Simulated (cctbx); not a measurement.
# Accept or mend?

Cell a = 4.3680 Å, b = 9.7520 Å, c = 12.3350 Å, α = 90.00°, β = 90.00°, γ = 90.00°; space group Immm (no. 71).

Simulated single-crystal data (cctbx): Mo Kα, λ = 0.71073 Å, to d = 0.8 Å, 50 % of the full sphere, strongest reflection 20000 counts, noise from counting, a 1.5 % proportional error and a noise floor of 2 counts (s.d.); no absorption, and some extinction, which the refinements don't model.

An isotropic refinement with weights 1/σ² prints:

```text
Rint 0.020, 330 unique reflections to 0.80 A
cycle     R1     wR2    GooF  max shift (A)
   1  0.1266  0.3510  15.498   0.33455
  12  0.0106  0.0222   0.978   0.00283
final R1 0.0106 wR2 0.0222 GooF 0.978  parameters 16  data/parameter 20.6
atom        x        y        z      Ueq    occ   su(xyz)  su(Uiso or U11)
Ir1    0.00000  0.21723  0.00000   0.0049  1.000  0.00003  0.0001
Dy1    0.50000  0.50000  0.33169   0.0037  1.000  0.00003  0.0001
Dy2    0.50000  0.50000  0.00000   0.0042  1.000  0.00000  0.0001
Rh1    0.50000  0.00000  0.00000   0.0066  1.000  0.00000  0.0002
Ga1    0.00000  0.63022  0.83338   0.0081  1.000  0.00006  0.0001
Al1    0.50000  0.21282  0.12230   0.0086  1.000  0.00018  0.0003
Al2    0.26391  0.74532  0.62348   1.0000  1.000  0.00912  0.0796
difference map: max 0.77 min -0.98 rms 0.19
Q1    0.1228  0.0000  0.0000    4    0.77  1.65 A from Rh1
Q2    0.0000  0.3105  0.1777    8    0.68  0.59 A from Ga1
Q3    0.0000  0.4214  0.0914    8    0.64  1.05 A from Ga1
Q4    0.0000  0.0000  0.3643    4    0.61  1.67 A from Dy2
Q5    0.1347  0.2326  0.2500   16    0.56  1.63 A from Al2
Q6    0.1573  0.1419  0.5000    8    0.54  1.54 A from Dy2
```

**Question.** Can this result stand? If not, what is the likely fault?

Mend it. The fault: spurious atom: Al2. Against the right model at the same level, R1 goes from 0.0106 to 0.0106 and GooF from 0.93 to 0.98 and Al2 takes U = the program's ceiling. A site with no density behind it hides by a very large U or drifts. The fit had not settled when the cycles ran out.

The compound is Dy3Al4Ga4Ir2Rh. The right model at the same level gives:

```text
Rint 0.020, 330 unique reflections to 0.80 A
cycle     R1     wR2    GooF  max shift (A)
   1  0.1260  0.2624  11.514   0.03113
   2  0.0106  0.0212   0.929   0.00000
final R1 0.0106 wR2 0.0212 GooF 0.929  parameters 12  data/parameter 27.5
atom        x        y        z      Ueq    occ   su(xyz)  su(Uiso or U11)
Ir1    0.00000  0.21723  0.00000   0.0049  1.000  0.00003  0.0001
Dy1    0.50000  0.50000  0.33169   0.0038  1.000  0.00003  0.0001
Dy2    0.50000  0.50000  0.00000   0.0042  1.000  0.00000  0.0001
Rh1    0.50000  0.00000  0.00000   0.0066  1.000  0.00000  0.0002
Ga1    0.00000  0.63023  0.83338   0.0081  1.000  0.00006  0.0001
Al1    0.50000  0.21284  0.12229   0.0086  1.000  0.00017  0.0003
difference map: max 0.87 min -1.03 rms 0.19
Q1    0.1227  0.0000  0.0000    4    0.87  1.65 A from Rh1
Q2    0.0000  0.3081  0.1775    8    0.67  0.62 A from Ga1
Q3    0.0000  0.4213  0.0909    8    0.60  1.06 A from Ga1
Q4    0.0000  0.0000  0.3636    4    0.55  1.68 A from Dy2
Q5    0.2277  0.1247  0.2324   16    0.52  1.72 A from Ga1
Q6    0.1592  0.1412  0.5000    8    0.52  1.54 A from Dy2
```

The model was made for the exercise: a known structure type with other elements put in, its volume estimated, not relaxed; displacement parameters are assumed.

[Middle refinement cycles are left out of these outputs.]

[Logs are printed without paths, hosts, clocks, repeated set-up lines and the standing remarks that a program may print on its own settings, such as how far it seeks lower states.]
